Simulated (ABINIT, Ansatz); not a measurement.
Entries from a set of simulations; values are calculated unless marked as measured.

Quasiparticle gap of YSF (P4/nmm) in ABINIT. Symmetry: P4/nmm, No. 129, tetragonal system. Conventional cell: a = 3.773 Å, b = 3.773 Å, c = 6.827 Å, α = 90.00°, β = 90.00°, γ = 90.00°. Nearest to Y lie 4 F at 2.44 Å and 5 S at 2.81 to 2.86 Å. S has 5 Y at 2.81 to 2.86 Å nearest. Nearest to F lie 4 Y at 2.44 Å. Farther neighbours, and contacts between anions beyond the nearest, are not listed. The calculation used RPA screening on LDA, plane waves, norm-conserving pseudopotentials (and 2 further levels or steps) in ABINIT 10.8.3, with cutoff 36 Ha, PseudoDojo scalar-relativistic 0.4.1 standard, norm-conserving, ngkpt (4, 4, 2), nband 314, ecuteps 8 Ha, inclvkb 2, shiftk (0, 0, 0), symchi 1, awtr 1, frequency ppm, 4×4×2 k-mesh. The LDA gap is 1.17 eV, direct and the G0W0 gap on the mesh is 2.97 eV. The GW settings are 4×4×2 mesh, 314 bands, screening to 217.7 eV, Godby-Needs plasmon pole and the known limits are short of the basis limit; no spin-orbit coupling; coarse k mesh. It took 4 runs, 15 min in all on 8 MPI ranks of Arm Neoverse V1, shared host. G0W0 moves the gap on the mesh from 1.17 eV to 2.97 eV (+1.80 eV), with Z of 0.80 and 0.82 at the edges. Local fields lower the RPA ε∞ on this mesh from 7.01 to 6.05; a Γ-centred mesh this coarse tends to raise both, most where the direct gap is narrow, while a short band sum lowers them. The program's warnings: nkpt*nsppol () is not a multiple of nproc spkpt (). The cell and positions are those that the Materials Project relaxed with its own functionals (PBE, PBE+U or r2SCAN), kept fixed. Limits: no spin-orbit coupling. The 4×4×2 mesh is coarse for this cell, which bears on the long-range parts of exchange and screening.

[Paths, hosts, dates, memory and timing lines, banners, echoed tables and standing remarks are left out of the program output; an Ansatz launch command may be rebuilt from the run's recorded settings. Measured values are a selection of at most five: reports struck by readers or far from the other reports are left out. None is set beside runs whose start may be inverted or whose files or cutoffs have a known fault.]

[Runs of the session that timed out or met a known fault of the program may be left out.]

[Hosts, paths, dates, database ids (printed as entryN), source tags and the programs' standing remarks are cut or masked in the printed files.]

[G0W0 gaps are taken among the corrected bands and points alone; a level outside them can change the order at an edge.]

[Where Ansatz stands beside ABINIT at settings called matched, ABINIT's density can come from a denser mesh and the files from another edition; pairs whose starting gaps differed by over 0.03 eV were left out, so agreement reads better than it is.]
